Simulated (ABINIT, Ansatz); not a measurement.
# H3BrO (Cm): G0W0 with ABINIT, start to end, part 2 of 3

Aim: the G0W0 gap of H3BrO (Cm) on PBEsol, step by step.

ABINIT 10.8.3; PBEsol and many-body steps on it, plane waves. Known limits of the many-body steps: not at the basis limit; no spin-orbit coupling; coarse k mesh.

So far. Step 2 (Ground state): The gap is direct, at Γ.

## (3) Bands along the symmetry lines

Level of this step: DFT, PBEsol, plane waves, norm-conserving pseudopotentials (ABINIT).

Levels along a band path, at the cheap level, show where the edges lie and whether the meshes to come will hold them.

run.abi

```
acell 3*1.0 Angstrom
rprim 
  3.486419000000 -2.476209000000 0.000000000000
  3.486419000000 2.476209000000 0.000000000000
  -1.714341000000 -0.000000000000 4.084576000000
ntypat 3
znucl 1 35 8
natom 5
typat 1 1 1 2 3
xred 
  0.314472000000 0.314472000000 0.352441000000
  0.642675000000 0.307942000000 0.680036000000
  0.307942000000 0.642675000000 0.680036000000
  0.016087000000 0.016087000000 0.988660000000
  0.460242000000 0.460242000000 0.536286000000
pp_dirpath "pseudos"
pseudos "H.upf, Br.upf, O.upf"
ecut 36
iscf -2
irdden 1
kptopt 0
nkpt 76
kpt 
  0.00000000 0.00000000 0.00000000
  -0.04979090 0.04979090 0.00000000
  -0.09958180 0.09958180 0.00000000
  -0.14937270 0.14937270 0.00000000
  -0.19916360 0.19916360 0.00000000
  -0.24895451 0.24895451 0.00000000
  -0.29874541 0.29874541 0.00000000
  -0.34853631 0.34853631 0.00000000
  -0.39832721 0.39832721 0.00000000
  0.39832721 0.60167279 0.00000000
  0.41103631 0.58896369 0.00000000
  0.42374541 0.57625459 0.00000000
  0.43645451 0.56354549 0.00000000
  0.44916360 0.55083639 0.00000000
  0.46187270 0.53812730 0.00000000
  0.47458180 0.52541820 0.00000000
  0.48729090 0.51270910 0.00000000
  0.50000000 0.50000000 0.00000000
  0.43750000 0.43750000 0.00000000
  0.37500000 0.37500000 0.00000000
  0.31250000 0.31250000 0.00000000
  0.25000000 0.25000000 0.00000000
  0.18750000 0.18750000 0.00000000
  0.12500000 0.12500000 0.00000000
  0.06250000 0.06250000 0.00000000
  0.00000000 0.00000000 0.00000000
  0.06250000 0.06250000 -0.06250000
  0.12500000 0.12500000 -0.12500000
  0.18750000 0.18750000 -0.18750000
  0.25000000 0.25000000 -0.25000000
  0.31250000 0.31250000 -0.31250000
  0.37500000 0.37500000 -0.37500000
  0.43750000 0.43750000 -0.43750000
  0.50000000 0.50000000 -0.50000000
  0.47599611 0.52400389 -0.50000000
  0.45199221 0.54800779 -0.50000000
  0.42798832 0.57201168 -0.50000000
  0.40398443 0.59601557 -0.50000000
  0.37998054 0.62001946 -0.50000000
  0.35597665 0.64402335 -0.50000000
  0.33197275 0.66802725 -0.50000000
  0.30796886 0.69203114 -0.50000000
  -0.30796886 0.30796886 -0.50000000
  -0.26947275 0.26947275 -0.50000000
  -0.23097665 0.23097665 -0.50000000
  -0.19248054 0.19248054 -0.50000000
  -0.15398443 0.15398443 -0.50000000
  -0.11548832 0.11548832 -0.50000000
  -0.07699222 0.07699222 -0.50000000
  -0.03849611 0.03849611 -0.50000000
  0.00000000 0.00000000 -0.50000000
  0.00000000 0.00000000 -0.43750000
  0.00000000 0.00000000 -0.37500000
  0.00000000 0.00000000 -0.31250000
  0.00000000 0.00000000 -0.25000000
  0.00000000 0.00000000 -0.18750000
  0.00000000 0.00000000 -0.12500000
  0.00000000 0.00000000 -0.06250000
  0.00000000 0.00000000 0.00000000
  0.00000000 0.50000000 -0.50000000
  0.00000000 0.43750000 -0.43750000
  0.00000000 0.37500000 -0.37500000
  0.00000000 0.31250000 -0.31250000
  0.00000000 0.25000000 -0.25000000
  0.00000000 0.18750000 -0.18750000
  0.00000000 0.12500000 -0.12500000
  0.00000000 0.06250000 -0.06250000
  0.00000000 0.00000000 0.00000000
  0.00000000 0.06250000 0.00000000
  0.00000000 0.12500000 0.00000000
  0.00000000 0.18750000 0.00000000
  0.00000000 0.25000000 0.00000000
  0.00000000 0.31250000 0.00000000
  0.00000000 0.37500000 0.00000000
  0.00000000 0.43750000 0.00000000
  -0.00000000 0.50000000 0.00000000
istwfk *1
nband 15
nbdbuf 2
tolwfr 1e-08
nstep 40
prtwf 0
prtvol 0
indata_prefix "in"
outdata_prefix "out"
tmpdata_prefix "tmp"
```

Command:

```console
$ OMP_NUM_THREADS=1 mpirun -n 4 abinit run.abi > log
```

Numbers of over 12 decimals in the logs are rounded to 6 here.

The log of the run:

```text
.Version 10.8.3 of ABINIT. v10.8.2 released Aug 2026.

 Symmetries : space group Cm (#  8); Bravais mC (1-face-center monocl.)
[... echo of the input left out ...]
== DATASET  1 ==================================================================
-   mpi_nproc: 4, omp_nthreads: 1 (-1 if OMP is not activated)

--- !DatasetInfo
iteration_state: {dtset: 1, }
dimensions: {natom: 5, nkpt: 76, mband: 15, nsppol: 1, nspinor: 1, nspden: 1, mpw: 4940, }
cutoff_energies: {ecut:  36.0, pawecutdg:  -1.0, }
electrons: {nelect:   1.60000000E+01, charge:   0.00000000E+00, occopt:   1.00000000E+00, tsmear:   1.00000000E-02, }

 Real(R)+Recip(G) space primitive vectors, cartesian coordinates (Bohr,Bohr^-1):
 R(1)=  6.5883771 -4.6793568  0.0000000  G(1)=  0.0758912 -0.1068523  0.0318524
 R(2)=  6.5883771  4.6793568  0.0000000  G(2)=  0.0758912  0.1068523  0.0318524
 R(3)= -3.2396350  0.0000000  7.7187300  G(3)=  0.0000000  0.0000000  0.1295550
 Unit cell volume ucvol=  4.7592712E+02 bohr^3
 Angles (23,13,12)=  1.08392306E+02  1.08392306E+02  7.07681090E+01 degrees

 getcut: wavevector=  0.0000  0.0000  0.0000  ngfft=  45  45  48
         ecut(hartree)=     36.000   => boxcut(ratio)=   2.01608

--- Pseudopotential description ------------------------------------------------
- H Generated using ONCVPSP code by D. R. Hamann
-  1.00000   1.00000  180301                  znucl, zion, pspdat
12 -116133 1 -1 1180                          pspcod,pspxc,lmax,lloc,mmax
     nproj     2     1     0
  pspatm : epsatm=    0.35585368
         --- l  ekb(1:nproj) -->
             0   -1.674911   -0.523609
             1   -0.494138
 pspatm: atomic psp has been read  and splines computed

- Br Generated using ONCVPSP code by D. R. Hamann
- 35.00000   7.00000  180301                  znucl, zion, pspdat
12 -116133 2 -1 1098                          pspcod,pspxc,lmax,lloc,mmax
     nproj     2     2     2
  pspatm : epsatm=   10.94932683
         --- l  ekb(1:nproj) -->
             0    8.508690    0.897946
             1    5.393311    0.892021
[...]
pspatm: atomic psp has been read  and splines computed

- O Generated using ONCVPSP code by D. R. Hamann
-  8.00000   6.00000  180301                  znucl, zion, pspdat
12 -116133 2 -1 936                           pspcod,pspxc,lmax,lloc,mmax
     nproj     2     2     1
  pspatm : epsatm=    6.22910120
         --- l  ekb(1:nproj) -->
[...]
2   -1.335834
 pspatm: atomic psp has been read  and splines computed

--------------------------------------------------------------------------------

================================================================================
 prteigrs : about to open file out_EIG
 Non-SCF case, kpt    1 (  0.00000  0.00000  0.00000), residuals and eigenvalues=
  5.41E-09  3.91E-09  1.52E-09  3.23E-09  6.30E-09  1.03E-09  1.46E-09  4.75E-09
[...]
Non-SCF case, kpt   76 ( -0.00000  0.50000  0.00000), residuals and eigenvalues=
[...]
-8.3905E-01 -5.2731E-01 -3.6735E-01 -3.5445E-01 -2.0168E-01 -1.1699E-01
 -8.0196E-02 -6.2208E-02  1.9261E-01  2.6081E-01  2.7701E-01  2.8679E-01
[...]
--- !ResultsGS
iteration_state: {dtset: 1, }
comment   : Summary of ground state results
lattice_vectors:
- [  6.5883771,  -4.6793568,   0.0000000, ]
- [  6.5883771,   4.6793568,   0.0000000, ]
- [ -3.2396350,  -0.0000000,   7.7187300, ]
lattice_lengths: [   8.08103,    8.08103,    8.37102, ]
lattice_angles: [108.392, 108.392,  70.768, ] # degrees, (23, 13, 12)
lattice_volume:   4.7592712E+02
convergence: {deltae:  0.000E+00, res2:  0.000E+00, residm:  9.976E-09, diffor:  0.000E+00, }
etotal    :  -3.39985887E+01
entropy   :   0.00000000E+00
fermie    :  -5.54995185E-02
cartesian_stress_tensor: null
pressure_GPa: null
xred      :
- [  3.1447E-01,   3.1447E-01,   3.5244E-01,  H]
- [  6.4268E-01,   3.0794E-01,   6.8004E-01,  H]
- [  3.0794E-01,   6.4268E-01,   6.8004E-01,  H]
- [  1.6087E-02,   1.6087E-02,   9.8866E-01, Br]
- [  4.6024E-01,   4.6024E-01,   5.3629E-01,  O]
cartesian_forces: null
force_length_stats: {min: null, max: null, mean: null, }

 Integrated electronic density in atomic spheres:
 ------------------------------------------------
 Atom  Sphere_radius  Integrated_density
[...]
================================================================================

 ----iterations are completed or convergence reached----

 Mean square residual over all n,k,spin=   44.267E-10; max=  99.756E-10
 reduced coordinates (array xred) for    5 atoms
[...]
0.016087000000      0.016087000000      0.988660000000
       0.460242000000      0.460242000000      0.536286000000

 cartesian coordinates (angstrom) at end:
    1      1.588558     0.000000     1.439572
    2      2.148436    -0.828869     2.777659
    3      2.148436     0.828869     2.777659
    4     -1.582728     0.000000     4.038257
    5      2.289816    -0.000000     2.190501
 length scales=  1.889726125908  1.889726125908  1.889726125908 bohr
              =  1.000000000000  1.000000000000  1.000000000000 angstroms
 prteigrs : about to open file out_EIG
 Eigenvalues (hartree) for nkpt=  76  k points:
 kpt#   1, nband= 15, wtk=  1.00000, kpt=  0.0000  0.0000  0.0000 (reduced coord)
[...]
kpt#   2, nband= 15, wtk=  1.00000, kpt= -0.0498  0.0498  0.0000 (reduced coord)
[...]
kpt#   3, nband= 15, wtk=  1.00000, kpt= -0.0996  0.0996  0.0000 (reduced coord)
[...]
kpt#  75, nband= 15, wtk=  1.00000, kpt=  0.0000  0.4375  0.0000 (reduced coord)
  -0.83909   -0.52715   -0.36737   -0.35492   -0.20147   -0.11561   -0.08005   -0.06210
   0.18936    0.25853    0.27479    0.28461    0.30858    0.32036    0.38880
 kpt#  76, nband= 15, wtk=  1.00000, kpt=  0.0000  0.5000  0.0000 (reduced coord)
  -0.83905   -0.52731   -0.36735   -0.35445   -0.20168   -0.11699   -0.08020   -0.06221
   0.19261    0.26081    0.27701    0.28679    0.30238    0.31864    0.38722

== END DATASET(S) ==============================================================
================================================================================

 -outvars: echo values of variables after computation  --------
            nband          15
             nkpt          76
          spgroup           8
 [... the other variables as echoed above ...]

 Calculation completed.
```

Run time: 31 s. Hardware: 4 MPI ranks of Intel Xeon Platinum 8175M at 2.50GHz (Skylake/Cascade Lake), shared host; peak memory 0.38 GiB.

Numbers from this step:

```yaml
gap: 4.312 eV
k_of_the_valence_top: 0, 0, 0
k_of_the_conduction_bottom: 0, 0, 0
least_direct_gap: 4.312 eV
```

The gap is 4.312 eV, as in the run before at this level.

Electronic bands along the path, in eV, zero at the top of the highest filled band; v1 is the highest filled band, c1 the lowest empty one:

```csv
point,v4,v3,v2,v1,c1,c2,c3,c4
Γ,-3.85,-0.59,-0.49,0.00,4.31,8.19,8.56,9.19
halfway,-3.97,-1.21,-0.64,-0.27,6.10,8.19,8.79,9.38
C,-4.20,-1.10,-0.83,-0.47,6.73,7.33,8.75,8.85
jump to C2,-4.20,-1.10,-0.83,-0.47,6.73,7.33,8.75,8.85
halfway,-4.23,-1.02,-0.80,-0.49,6.34,7.32,8.83,8.85
Y2,-4.24,-1.00,-0.77,-0.50,6.20,7.32,8.84,8.85
halfway,-4.00,-1.06,-0.64,-0.32,5.76,7.83,8.94,9.14
Γ,-3.85,-0.59,-0.49,0.00,4.31,8.19,8.56,9.19
halfway,-3.93,-0.84,-0.77,-0.77,5.76,8.83,8.86,9.31
M2,-4.05,-1.28,-1.07,-1.02,6.53,8.66,8.71,9.92
halfway,-4.09,-1.27,-1.01,-0.87,6.76,8.02,8.79,9.87
D,-4.15,-1.12,-0.90,-0.68,6.89,7.72,8.96,9.53
jump to D2,-4.15,-1.12,-0.90,-0.68,6.89,7.72,8.96,9.53
halfway,-4.08,-1.36,-0.63,-0.35,7.19,7.64,8.70,8.97
A,-3.96,-1.71,-0.58,-0.11,6.79,8.43,9.24,9.28
halfway,-3.90,-1.21,-0.53,-0.07,5.52,8.16,8.69,9.51
Γ,-3.85,-0.59,-0.49,0.00,4.31,8.19,8.56,9.19
jump to L2,-4.19,-0.97,-0.82,-0.36,6.08,7.48,9.02,9.20
halfway,-3.97,-1.05,-0.70,-0.22,5.75,7.88,9.10,9.16
Γ,-3.85,-0.59,-0.49,0.00,4.31,8.19,8.56,9.19
halfway,-3.91,-1.14,-0.62,-0.13,5.54,8.35,8.54,9.40
V2,-3.98,-1.67,-0.67,-0.18,6.75,8.61,9.05,9.31
```

The electronic bands as a text plot (rows in eV, shown from -8.0 to 9.4 only; labels by their first letter):

```
    9.0 |+++++ +++++++++++++++++++++++++++++++++ ++++++++++++ +++
    8.3 |++++++++      ++++++      ++  ++   +++++++    ++++++++++
    7.6 |      ++++++++              ++  +++       ++++
    6.8 |     ++++               +++++++++ +++                  +
    6.1 |    +    ++++        +++             +    +++        ++
    5.4 |   +         ++     +                 ++     ++     +
    4.7 |+++            +++++                    ++     +++++
    3.9 |
    3.2 |
    2.5 |
    1.8 |
    1.1 |
    0.3 |**               *                      **       **
   -0.4 |*********************        ***************************
   -1.1 |  **************     ************     *** *****     **
   -1.8 |                                 *****                **
   -2.6 |
   -3.3 |
   -4.0 |********************************************************
   -4.7 |
   -5.5 |
   -6.2 |
   -6.9 |
   -7.6 |
         Γ      C|CY      Γ       M  D|D    A    Γ|L      Γ     V
```

## (4) Empty states on the mesh, 4×4×2 mesh, 46 bands

The sums over transitions need many empty states on a uniform mesh; this step solves for them.

run.abi

```
acell 3*1.0 Angstrom
rprim 
  3.486419000000 -2.476209000000 0.000000000000
  3.486419000000 2.476209000000 0.000000000000
  -1.714341000000 -0.000000000000 4.084576000000
ntypat 3
znucl 1 35 8
natom 5
typat 1 1 1 2 3
xred 
  0.314472000000 0.314472000000 0.352441000000
  0.642675000000 0.307942000000 0.680036000000
  0.307942000000 0.642675000000 0.680036000000
  0.016087000000 0.016087000000 0.988660000000
  0.460242000000 0.460242000000 0.536286000000
pp_dirpath "pseudos"
pseudos "H.upf, Br.upf, O.upf"
ecut 36
ngkpt 4 4 2
nshiftk 1
shiftk 0 0 0
kptopt 1
chksymbreak 0
iscf -2
irdden 1
istwfk *1
nband 46
nbdbuf 4
tolwfr 1e-09
nstep 60
prtvol 0
indata_prefix "in"
outdata_prefix "out"
tmpdata_prefix "tmp"
```

The log of the run:

```text
.Version 10.8.3 of ABINIT. v10.8.2 released Aug 2026.

 Symmetries : space group Cm (#  8); Bravais mC (1-face-center monocl.)
[... echo of the input left out ...]
== DATASET  1 ==================================================================
-   mpi_nproc: 4, omp_nthreads: 1 (-1 if OMP is not activated)

--- !DatasetInfo
iteration_state: {dtset: 1, }
dimensions: {natom: 5, nkpt: 14, mband: 46, nsppol: 1, nspinor: 1, nspden: 1, mpw: 4928, }
cutoff_energies: {ecut:  36.0, pawecutdg:  -1.0, }
electrons: {nelect:   1.60000000E+01, charge:   0.00000000E+00, occopt:   1.00000000E+00, tsmear:   1.00000000E-02, }

 Real(R)+Recip(G) space primitive vectors, cartesian coordinates (Bohr,Bohr^-1):
 R(1)=  6.5883771 -4.6793568  0.0000000  G(1)=  0.0758912 -0.1068523  0.0318524
 R(2)=  6.5883771  4.6793568  0.0000000  G(2)=  0.0758912  0.1068523  0.0318524
 R(3)= -3.2396350  0.0000000  7.7187300  G(3)=  0.0000000  0.0000000  0.1295550
 Unit cell volume ucvol=  4.7592712E+02 bohr^3
 Angles (23,13,12)=  1.08392306E+02  1.08392306E+02  7.07681090E+01 degrees

 getcut: wavevector=  0.0000  0.0000  0.0000  ngfft=  45  45  48
         ecut(hartree)=     36.000   => boxcut(ratio)=   2.01608

--- Pseudopotential description ------------------------------------------------
- H Generated using ONCVPSP code by D. R. Hamann
-  1.00000   1.00000  180301                  znucl, zion, pspdat
12 -116133 1 -1 1180                          pspcod,pspxc,lmax,lloc,mmax
     nproj     2     1     0
  pspatm : epsatm=    0.35585368
         --- l  ekb(1:nproj) -->
             0   -1.674911   -0.523609
             1   -0.494138
 pspatm: atomic psp has been read  and splines computed

- Br Generated using ONCVPSP code by D. R. Hamann
- 35.00000   7.00000  180301                  znucl, zion, pspdat
12 -116133 2 -1 1098                          pspcod,pspxc,lmax,lloc,mmax
     nproj     2     2     2
  pspatm : epsatm=   10.94932683
         --- l  ekb(1:nproj) -->
             0    8.508690    0.897946
             1    5.393311    0.892021
[...]
pspatm: atomic psp has been read  and splines computed

- O Generated using ONCVPSP code by D. R. Hamann
-  8.00000   6.00000  180301                  znucl, zion, pspdat
12 -116133 2 -1 936                           pspcod,pspxc,lmax,lloc,mmax
     nproj     2     2     1
  pspatm : epsatm=    6.22910120
         --- l  ekb(1:nproj) -->
[...]
2   -1.335834
 pspatm: atomic psp has been read  and splines computed

--------------------------------------------------------------------------------

================================================================================
 prteigrs : about to open file out_EIG
 Non-SCF case, kpt    1 (  0.00000  0.00000  0.00000), residuals and eigenvalues=
  2.46E-10  1.25E-10  1.38E-10  1.40E-10  4.56E-10  5.78E-10  3.24E-10  8.34E-10
  1.10E-10  4.17E-11  6.59E-11  2.23E-10  2.46E-10  9.57E-11  1.55E-10  1.83E-10
  1.66E-10  3.36E-10  9.79E-11  2.45E-10  7.84E-10  2.05E-10  7.56E-10  1.95E-10
[...]
9.03E-10  6.79E-10  7.40E-09  3.76E-06  2.97E-05  1.65E-04
 -8.3996E-01 -5.2283E-01 -3.6854E-01 -3.6551E-01 -1.9685E-01 -7.7321E-02
 -7.3505E-02 -5.5500E-02  1.0297E-01  2.4547E-01  2.5910E-01  2.8218E-01
[...]
1.1135E+00  1.1137E+00  1.1439E+00  1.1635E+00  1.1854E+00  1.2047E+00
  1.2071E+00  1.2384E+00  1.2408E+00  1.2552E+00
 prteigrs : prtvol=0 or 1, do not print more k-points.

--- !ResultsGS
iteration_state: {dtset: 1, }
comment   : Summary of ground state results
lattice_vectors:
- [  6.5883771,  -4.6793568,   0.0000000, ]
- [  6.5883771,   4.6793568,   0.0000000, ]
- [ -3.2396350,  -0.0000000,   7.7187300, ]
lattice_lengths: [   8.08103,    8.08103,    8.37102, ]
lattice_angles: [108.392, 108.392,  70.768, ] # degrees, (23, 13, 12)
lattice_volume:   4.7592712E+02
convergence: {deltae:  0.000E+00, res2:  0.000E+00, residm:  9.915E-10, diffor:  0.000E+00, }
etotal    :  -3.39985887E+01
entropy   :   0.00000000E+00
fermie    :  -5.54995185E-02
cartesian_stress_tensor: null
pressure_GPa: null
xred      :
- [  3.1447E-01,   3.1447E-01,   3.5244E-01,  H]
- [  6.4268E-01,   3.0794E-01,   6.8004E-01,  H]
- [  3.0794E-01,   6.4268E-01,   6.8004E-01,  H]
- [  1.6087E-02,   1.6087E-02,   9.8866E-01, Br]
- [  4.6024E-01,   4.6024E-01,   5.3629E-01,  O]
cartesian_forces: null
force_length_stats: {min: null, max: null, mean: null, }

 Integrated electronic density in atomic spheres:
 ------------------------------------------------
 Atom  Sphere_radius  Integrated_density
[...]
================================================================================

 ----iterations are completed or convergence reached----

 Mean square residual over all n,k,spin=   41.167E-11; max=  99.146E-11
 reduced coordinates (array xred) for    5 atoms
[...]
0.016087000000      0.016087000000      0.988660000000
       0.460242000000      0.460242000000      0.536286000000

 cartesian coordinates (angstrom) at end:
    1      1.588558     0.000000     1.439572
    2      2.148436    -0.828869     2.777659
    3      2.148436     0.828869     2.777659
    4     -1.582728     0.000000     4.038257
    5      2.289816    -0.000000     2.190501
 length scales=  1.889726125908  1.889726125908  1.889726125908 bohr
              =  1.000000000000  1.000000000000  1.000000000000 angstroms
 prteigrs : about to open file out_EIG
 Eigenvalues (hartree) for nkpt=  14  k points:
 kpt#   1, nband= 46, wtk=  0.03125, kpt=  0.0000  0.0000  0.0000 (reduced coord)
[...]
0.76499    0.80730    0.81838    0.83926    0.93208    0.96753    0.97313    0.99054
   1.00002    1.05490    1.07473    1.10637    1.11347    1.11370    1.14394    1.16355
   1.18539    1.20465    1.20714    1.23838    1.24077    1.25522
 prteigrs : prtvol=0 or 1, do not print more k-points.

== END DATASET(S) ==============================================================
================================================================================

 -outvars: echo values of variables after computation  --------
            nband          46
             nkpt          14
          spgroup           8
 [... the other variables as echoed above ...]

 Calculation completed.
```

Run time: 31 s. Hardware: 4 MPI ranks; peak memory 0.35 GiB; 2 min of CPU time.

Numbers from this step:

| Property | Result |
| --- | --- |
| gap | 4.312 eV |
| k of the valence top | 0, 0, 0 |
| k of the conduction bottom | 0, 0, 0 |
| least direct gap | 4.312 eV |
| k points computed | 14 |
| lowest point of the top converged band, above the valence top | 30.81 eV |

On this mesh the gap is 4.312 eV.

(Continued in part 3 of 3.)

[Paths, hosts, dates, memory and timing lines, banners, echoed tables and standing remarks are left out of the program output.]

[Logs are printed without paths, hosts, clocks, repeated set-up lines and the standing remarks that a program may print on its own settings, such as how far it seeks lower states.]

[Runs of the session that timed out or met a known fault of the program may be left out.]

[Hosts, paths, dates, database ids (printed as entryN), source tags and the programs' standing remarks are cut or masked in the printed files.]

[G0W0 gaps are taken among the corrected bands and points alone; a level outside them can change the order at an edge.]

[Where Ansatz stands beside ABINIT at settings called matched, ABINIT's density can come from a denser mesh and the files from another edition; pairs whose starting gaps differed by over 0.03 eV were left out, so agreement reads better than it is.]
